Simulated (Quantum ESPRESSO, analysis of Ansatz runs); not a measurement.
# A hop of Na in Na2MoO4 (Fd-3m), charge −1 (Quantum ESPRESSO), part 3 of 3

How high is the barrier when Na changes place in Na2MoO4 (Fd-3m)? The case: V_Na hop (3.2 Å), charge −1, in a cell of 56 host atoms with 1 Na taken out.

Quantum ESPRESSO 7.5; Quantum ESPRESSO plane-wave DFT, PBEsol, GBRV 1.5 PBEsol potentials; nudged elastic band between two relaxed defect structures at fixed charge in a uniform background.

So far: The starting structure; Relaxation of the start point, charge −1; Relaxation of the end point, charge −1.

## Step 4: Nudged elastic band, charge −1

3 movable images are laid between the ends by interpolation. Each image feels the true force across the path and a spring force along it. The highest image is set to climb to the top of the path.

This step: Quantum ESPRESSO plane-wave DFT, PBEsol, GBRV 1.5 PBEsol potentials; nudged elastic band between two relaxed defect structures at fixed charge in a uniform background.

Contents of neb.in:

```
BEGIN
BEGIN_PATH_INPUT
&PATH
  restart_mode = 'from_scratch'
  string_method = 'neb'
  nstep_path = 45
  ds = 1.5
  opt_scheme = 'broyden'
  num_of_images = 5
  k_max = 0.3
  k_min = 0.2
  CI_scheme = 'auto'
  path_thr = 0.05
/
END_PATH_INPUT
BEGIN_ENGINE_INPUT
&CONTROL
  prefix = 'pwscf'
  outdir = './tmp'
  pseudo_dir = './pseudo'
  disk_io = 'low'
/
&SYSTEM
  ibrav = 0
  nat = 55
  ntyp = 3
  ecutwfc = 40
  ecutrho = 324
  nbnd = 224
  occupations = 'fixed'
  tot_charge = -1
  nosym = .true.
/
&ELECTRONS
  conv_thr = 6d-08
  electron_maxstep = 100
  mixing_beta = 0.5
/
ATOMIC_SPECIES
Na    22.9898 na_pbesol_v1.5.uspp.F.UPF
Mo    95.9500 mo_pbesol_v1.uspp.F.UPF
O     15.9990 o_pbesol_v1.2.uspp.F.UPF
CELL_PARAMETERS angstrom
   9.1028957884    0.0000000000    0.0000000000
   0.0000000000    9.1028957884    0.0000000000
   0.0000000000    0.0000000000    9.1028957884
BEGIN_POSITIONS
FIRST_IMAGE
ATOMIC_POSITIONS crystal
Na     0.1264673540    0.1247816169    0.1233042616
Na     0.1350785641    0.6197441321    0.6347772554
Na     0.6232740798    0.1249900047    0.6266267382
Na     0.6147364199    0.6301706113    0.1148988730
Na     0.1266408747    0.3765302556    0.3748299023
Na     0.1348071002    0.8651662718    0.8802695192
Na     0.6150651640    0.3849481548    0.8699081438
Na     0.6231820348    0.8732017129    0.3749660118
Na     0.3694702723    0.3843761490    0.1151857629
Na     0.3803815286    0.8652275943    0.6350104183
Na     0.8751893742    0.3767617928    0.6265792013
Na     0.8746885729    0.8732513951    0.1231118463
Na     0.3747548713    0.1246934611    0.3750782652
Na     0.8749401592    0.1249003960    0.8747721389
Na     0.8748397021    0.6252262712    0.3746906036
Mo    -0.0002016994    0.0001700665    0.4997534849
Mo    -0.0084824772    0.4969755924    0.0026835296
Mo     0.5026482751    0.0081472474    0.0030297119
Mo     0.5028967547    0.4970615850    0.4916395230
Mo     0.2471776466    0.2415550392    0.7471191996
Mo     0.2467659977    0.7526638407    0.2584341345
Mo     0.7499089478    0.2499031625    0.2500399109
Mo     0.7584273514    0.7530818134    0.7470151360
O      0.3604482216    0.3481835009    0.8604451004
O      0.3604778405    0.8663459724    0.3695508527
O      0.8628740885    0.3619111989    0.3629345043
O      0.8697200214    0.8666742481    0.8606905088
O      0.3889882918    0.1193315421    0.1166980420
O      0.3897704445    0.6104663224    0.5983366221
O      0.8869293545    0.1131850017    0.6117366170
O      0.8802475527    0.6105348632    0.1163095255
O      0.1117746880    0.1130727032    0.3868249430
O      0.0981440550    0.6104092477    0.8894674251
O      0.6162750151    0.1193309224    0.8893460314
O      0.6163548086    0.6107730391    0.3802665773
O      0.1084018852    0.3859109861    0.1138827143
O      0.1121619042    0.8877250969    0.6122032235
O      0.6139699789    0.3861653644    0.6087680000
O      0.6137008107    0.8911547237    0.1140778849
O      0.1334879145    0.1304003785    0.8607076894
O      0.1331421534    0.6389734202    0.3695938154
O      0.6379245295    0.1369525860    0.3629334497
O      0.6518386486    0.6396874374    0.8602550713
O      0.1362356868    0.3586241218    0.6360455095
O      0.1357319135    0.8636421431    0.1413311141
O      0.6374393331    0.3622639324    0.1375706573
O      0.6413458198    0.8640478339    0.6359565203
O      0.3891705380    0.3832924844    0.3806534097
O      0.3894342752    0.9013883050    0.8897809945
O      0.8803210967    0.3833157842    0.8890868879
O      0.8867297890    0.8883578183    0.3868173903
O      0.3607257006    0.1301999957    0.6335029351
O      0.3599244858    0.6393137529    0.1517238502
O      0.8627408324    0.1368841217    0.1380815180
O      0.8695399312    0.6394730687    0.6332848476
INTERMEDIATE_IMAGE
ATOMIC_POSITIONS crystal
Na     0.1259231445    0.1248918227    0.1237371118
Na     0.1923814725    0.6198337962    0.6921939208
[... 53 atom lines left out ...]
INTERMEDIATE_IMAGE
ATOMIC_POSITIONS crystal
Na     0.1253887116    0.1250000725    0.1241605752
Na     0.2498254296    0.6198137293    0.7497562081
[... 53 atom lines left out ...]
INTERMEDIATE_IMAGE
ATOMIC_POSITIONS crystal
Na     0.1248556576    0.1251106049    0.1245840465
Na     0.3072804727    0.6199334986    0.8073042856
[... 53 atom lines left out ...]
LAST_IMAGE
ATOMIC_POSITIONS crystal
Na     0.1243132244    0.1252275705    0.1250098378
Na     0.3645922173    0.6199544978    0.8647117205
[... 3 atom lines left out ...]
Na     0.1194692363    0.8651034327    0.8651881304
[... 3 atom lines left out ...]
Na     0.3651261554    0.8650061700    0.6196192362
[... 6 atom lines left out ...]
Mo    -0.0034168368    0.4972891558    0.0079739212
[... 1 atom line left out ...]
Mo     0.5078628158    0.4972012835    0.4967425552
Mo     0.2526302322    0.2415426447    0.7527656360
[... 3 atom lines left out ...]
O      0.3636478055    0.3587450938    0.8636675446
[... 4 atom lines left out ...]
O      0.4013714740    0.6105331131    0.6101420579
[... 3 atom lines left out ...]
O      0.1099008429    0.6106633018    0.9014445306
[... 3 atom lines left out ...]
O      0.1104901749    0.9019620030    0.6105921099
[... 6 atom lines left out ...]
O      0.1392891902    0.3479838311    0.6394060504
[... 4 atom lines left out ...]
O      0.3869638222    0.8869577090    0.8871492464
[... 5 atom lines left out ...]
O      0.8480565522    0.6394729064    0.6393177680
END_POSITIONS
K_POINTS gamma
END_ENGINE_INPUT
END
```

Started as:

```
> OMP_NUM_THREADS=1 mpirun -n 4 neb.x -ni 2 -inp neb.in > neb.out
```

Log:

```text
[shortened: banners, details of potentials and solvers, and blank lines are left out]
[banner, memory and clock lines left out]
     path-images division:  nimage    =       2
     initial path length           =  5.7843 bohr
     initial inter-image distance  =  1.4461 bohr
     string_method                 =    neb
     restart_mode                  =    from_scratch
     opt_scheme                    =    broyden
     num_of_images                 =    5
     nstep_path                    =    45
     CI_scheme                     =    auto
     first_last_opt                =    F
     use_freezing                  =    F
     ds                            =    1.5000 a.u.
     k_max                         =    0.3000 a.u.
     k_min                         =    0.2000 a.u.
     path_thr                      =    0.0500 eV / A
     ------------------------------ iteration   1 ------------------------------
     activation energy (->) =   1.310446 eV
     activation energy (<-) =   1.309967 eV
     image        energy (eV)        error (eV/A)        frozen
         1     -48663.1585594            0.014863            T
         2     -48662.5509466            1.200195            F
         3     -48661.8481134            1.144991            F
         4     -48662.5508090            1.197788            F
         5     -48663.1580806            0.019345            T
     climbing image =  3
     path length          =  5.784 bohr
     inter-image distance =  1.446 bohr
     ------------------------------ iteration   2 ------------------------------
     activation energy (->) =   1.127543 eV
     activation energy (<-) =   1.127064 eV
     image        energy (eV)        error (eV/A)        frozen
         1     -48663.1585594            0.014863            T
         2     -48662.5548736            0.927572            F
         3     -48662.0310166            0.870616            F
         4     -48662.5553479            0.934539            F
         5     -48663.1580806            0.019345            T
     climbing image =  3
     path length          =  5.798 bohr
[...]
------------------------------ iteration   3 ------------------------------
     activation energy (->) =   1.006551 eV
     activation energy (<-) =   1.006072 eV
     image        energy (eV)        error (eV/A)        frozen
         1     -48663.1585594            0.014863            T
         2     -48662.5574509            1.119139            F
         3     -48662.1520084            1.112013            F
         4     -48662.5580448            1.118232            F
         5     -48663.1580806            0.019345            T
     climbing image =  3
     path length          =  5.836 bohr
[...]
------------------------------ iteration   4 ------------------------------
     activation energy (->) =   0.955668 eV
     activation energy (<-) =   0.955189 eV
     image        energy (eV)        error (eV/A)        frozen
         1     -48663.1585594            0.014863            T
         2     -48662.5181694            1.571871            F
         3     -48662.2028911            1.642559            F
         4     -48662.5171655            1.577417            F
         5     -48663.1580806            0.019345            T
     climbing image =  3
     path length          =  6.005 bohr
[...]
------------------------------ iteration   5 ------------------------------
     activation energy (->) =   0.761766 eV
     activation energy (<-) =   0.761287 eV
     image        energy (eV)        error (eV/A)        frozen
         1     -48663.1585594            0.014863            T
         2     -48662.6906427            0.422997            F
         3     -48662.3967938            0.692384            F
         4     -48662.6918995            0.422795            F
         5     -48663.1580806            0.019345            T
     climbing image =  3
     path length          =  5.966 bohr
[...]
------------------------------ iteration   6 ------------------------------
     activation energy (->) =   0.716155 eV
     activation energy (<-) =   0.715676 eV
     image        energy (eV)        error (eV/A)        frozen
         1     -48663.1585594            0.014863            T
         2     -48662.7182830            0.381416            F
         3     -48662.4424042            0.650918            F
         4     -48662.7194350            0.380706            F
         5     -48663.1580806            0.019345            T
     climbing image =  3
     path length          =  6.014 bohr
[...]
------------------------------ iteration   7 ------------------------------
     activation energy (->) =   0.680193 eV
     activation energy (<-) =   0.679714 eV
     image        energy (eV)        error (eV/A)        frozen
         1     -48663.1585594            0.014863            T
         2     -48662.7419533            0.421645            F
         3     -48662.4783667            0.632889            F
         4     -48662.7427849            0.422010            F
         5     -48663.1580806            0.019345            T
     climbing image =  3
     path length          =  6.061 bohr
[...]
------------------------------ iteration   8 ------------------------------
     activation energy (->) =   0.656074 eV
     activation energy (<-) =   0.655596 eV
     image        energy (eV)        error (eV/A)        frozen
         1     -48663.1585594            0.014863            T
         2     -48662.7542462            0.831991            F
         3     -48662.5024850            1.039893            F
         4     -48662.7540392            0.840385            F
         5     -48663.1580806            0.019345            T
     climbing image =  3
     path length          =  6.147 bohr
[...]
------------------------------ iteration   9 ------------------------------
     activation energy (->) =   0.596256 eV
     activation energy (<-) =   0.595777 eV
     image        energy (eV)        error (eV/A)        frozen
         1     -48663.1585594            0.014863            T
         2     -48662.7818337            0.538666            F
         3     -48662.5623038            0.739802            F
         4     -48662.7815470            0.552477            F
         5     -48663.1580806            0.019345            T
     climbing image =  3
     path length          =  6.233 bohr
[...]
------------------------------ iteration  10 ------------------------------
     activation energy (->) =   0.610239 eV
[...]
activation energy (<-) =   0.527219 eV
     image        energy (eV)        error (eV/A)        frozen
         1     -48663.1585594            0.014863            T
         2     -48662.7993146            0.109642            F
         3     -48662.6308613            0.087070            F
         4     -48662.7989464            0.109844            F
         5     -48663.1580806            0.019345            T
     climbing image =  3
     path length          =  6.459 bohr
[...]
------------------------------ iteration  14 ------------------------------
     activation energy (->) =   0.523695 eV
     activation energy (<-) =   0.523216 eV
     image        energy (eV)        error (eV/A)        frozen
         1     -48663.1585594            0.014863            T
         2     -48662.8017270            0.138495            F
         3     -48662.6348647            0.083565            F
         4     -48662.8012614            0.137108            F
         5     -48663.1580806            0.019345            T
     climbing image =  3
     path length          =  6.448 bohr
[...]
------------------------------ iteration  15 ------------------------------
     activation energy (->) =   0.520856 eV
     activation energy (<-) =   0.520377 eV
     image        energy (eV)        error (eV/A)        frozen
         1     -48663.1585594            0.014863            T
         2     -48662.8016938            0.393042            F
         3     -48662.6377035            0.259434            F
         4     -48662.8008559            0.383939            F
         5     -48663.1580806            0.019345            T
     climbing image =  3
     path length          =  6.430 bohr
[...]
------------------------------ iteration  16 ------------------------------
     activation energy (->) =   0.517887 eV
     activation energy (<-) =   0.517408 eV
     image        energy (eV)        error (eV/A)        frozen
         1     -48663.1585594            0.014863            T
         2     -48662.8042962            0.301951            F
         3     -48662.6406727            0.283659            F
         4     -48662.8033619            0.296382            F
         5     -48663.1580806            0.019345            T
     climbing image =  3
     path length          =  6.422 bohr
[...]
------------------------------ iteration  17 ------------------------------
     activation energy (->) =   0.513772 eV
     activation energy (<-) =   0.513293 eV
     image        energy (eV)        error (eV/A)        frozen
         1     -48663.1585594            0.014863            T
         2     -48662.8085210            0.110055            F
         3     -48662.6447874            0.095851            F
         4     -48662.8079097            0.113416            F
         5     -48663.1580806            0.019345            T
     climbing image =  3
     path length          =  6.422 bohr
[...]
------------------------------ iteration  18 ------------------------------
     activation energy (->) =   0.512391 eV
     activation energy (<-) =   0.511913 eV
     image        energy (eV)        error (eV/A)        frozen
         1     -48663.1585594            0.014863            T
         2     -48662.8094012            0.086276            F
         3     -48662.6461679            0.095037            F
         4     -48662.8088303            0.085940            F
         5     -48663.1580806            0.019345            T
     climbing image =  3
     path length          =  6.424 bohr
[...]
------------------------------ iteration  19 ------------------------------
     activation energy (->) =   0.511295 eV
     activation energy (<-) =   0.510816 eV
     image        energy (eV)        error (eV/A)        frozen
         1     -48663.1585594            0.014863            T
         2     -48662.8099431            0.084288            F
         3     -48662.6472643            0.088612            F
         4     -48662.8093498            0.083948            F
         5     -48663.1580806            0.019345            T
     climbing image =  3
     path length          =  6.428 bohr
[...]
------------------------------ iteration  20 ------------------------------
     activation energy (->) =   0.509428 eV
     activation energy (<-) =   0.508949 eV
     image        energy (eV)        error (eV/A)        frozen
         1     -48663.1585594            0.014863            T
         2     -48662.8107771            0.105616            F
         3     -48662.6491314            0.111412            F
         4     -48662.8101410            0.109576            F
         5     -48663.1580806            0.019345            T
     climbing image =  3
     path length          =  6.440 bohr
[...]
------------------------------ iteration  21 ------------------------------
     activation energy (->) =   0.509174 eV
     activation energy (<-) =   0.508696 eV
     image        energy (eV)        error (eV/A)        frozen
         1     -48663.1585594            0.014863            T
         2     -48662.8066802            0.338053            F
         3     -48662.6493851            0.169152            F
         4     -48662.8055108            0.352036            F
         5     -48663.1580806            0.019345            T
     climbing image =  3
     path length          =  6.509 bohr
[...]
------------------------------ iteration  22 ------------------------------
     activation energy (->) =   0.506913 eV
     activation energy (<-) =   0.506434 eV
     image        energy (eV)        error (eV/A)        frozen
         1     -48663.1585594            0.014863            T
         2     -48662.8111464            0.208341            F
         3     -48662.6516463            0.165356            F
         4     -48662.8102815            0.213981            F
         5     -48663.1580806            0.019345            T
     climbing image =  3
     path length          =  6.494 bohr
[...]
------------------------------ iteration  23 ------------------------------
     activation energy (->) =   0.506111 eV
     activation energy (<-) =   0.505632 eV
     image        energy (eV)        error (eV/A)        frozen
         1     -48663.1585594            0.014863            T
         2     -48662.8131209            0.081034            F
         3     -48662.6524486            0.062257            F
         4     -48662.8124311            0.081683            F
         5     -48663.1580806            0.019345            T
     climbing image =  3
     path length          =  6.495 bohr
[...]
------------------------------ iteration  24 ------------------------------
     activation energy (->) =   0.505630 eV
     activation energy (<-) =   0.505151 eV
     image        energy (eV)        error (eV/A)        frozen
         1     -48663.1585594            0.014863            T
         2     -48662.8137139            0.055162            F
         3     -48662.6529297            0.038072            F
         4     -48662.8130633            0.055620            F
         5     -48663.1580806            0.019345            T
     climbing image =  3
     path length          =  6.498 bohr
[...]
------------------------------ iteration  25 ------------------------------
     activation energy (->) =   0.505141 eV
     activation energy (<-) =   0.504662 eV
     image        energy (eV)        error (eV/A)        frozen
         1     -48663.1585594            0.014863            T
         2     -48662.8139895            0.037553            F
         3     -48662.6534183            0.042704            F
         4     -48662.8133326            0.037457            F
         5     -48663.1580806            0.019345            T
     climbing image =  3
     path length          =  6.500 bohr
     inter-image distance =  1.625 bohr
     neb: convergence achieved in  25 iterations
```

Run time: 68 min. Hardware: 4 MPI ranks of Arm Neoverse V2, shared host; peak memory 2.3 GiB; 4.6 h of CPU time.

The path, image by image:

| image | path (Å) | energy (eV) | Na2: x, y, z (Å) |
| --- | --- | --- | --- |
| 0 | 0.000 | 0.0000 | 1.230, 5.641, 5.778 |
| 1 | 0.942 | 0.3446 | 1.767, 5.369, 6.319 |
| 2 | 1.720 | 0.5051 | 2.273, 5.173, 6.825 |
| 3 | 2.498 | 0.3452 | 2.779, 5.369, 7.331 |
| 4 | 3.440 | 0.0005 | 3.319, 5.643, 7.871 |

Numbers from this step:

| Property | Result |
| --- | --- |
| barrier forward | 0.5051 eV |
| barrier backward | 0.5047 eV |
| end less start | 4.79e-4 eV |
| hop length | 2.957 Å |

The band met its tolerance of 0.05 eV/Å after 25 iterations, with image 2 on top (the start counts as 0). Na2, which moves farthest between the ends, has 6 O at 2.34 to 2.46 Å nearest at the start and 4 O at 2.13 to 2.37 Å at the top.

## Step 5: Outcome

```yaml
barrier_forward: 0.51 eV
barrier_backward: 0.50 eV
end_less_start: 0.00 eV
hop_length: 2.96 Å
band_iterations_as_the_log_counts_them: 25
```

In words: The top of the band lies 0.51 eV above the start and 0.50 eV above the end, which are alike in energy and neighbours. With an assumed prefactor of 1e13 per second it gives one hop a second along this one path at about 200 K; whether such hops link up through the crystal wasn't checked. At the top Na2 stands 2.13 Å from its nearest O, 0.22 Å closer than at the start. The order of the top as a saddle was not checked for all atoms, so a bent path could be lower. No image-charge correction is applied; it largely cancels along a path if the charge stays localised alike. Limits: sampling at the zone centre alone can move energies of charged and open-shell states by tenths of an eV or more in cells of this size.

[Logs are printed without paths, hosts, clocks, repeated set-up lines and the standing remarks that a program may print on its own settings, such as how far it seeks lower states.]

[Hosts, paths, dates, database ids (printed as entryN), source tags and the programs' standing remarks are cut or masked in the printed files.]
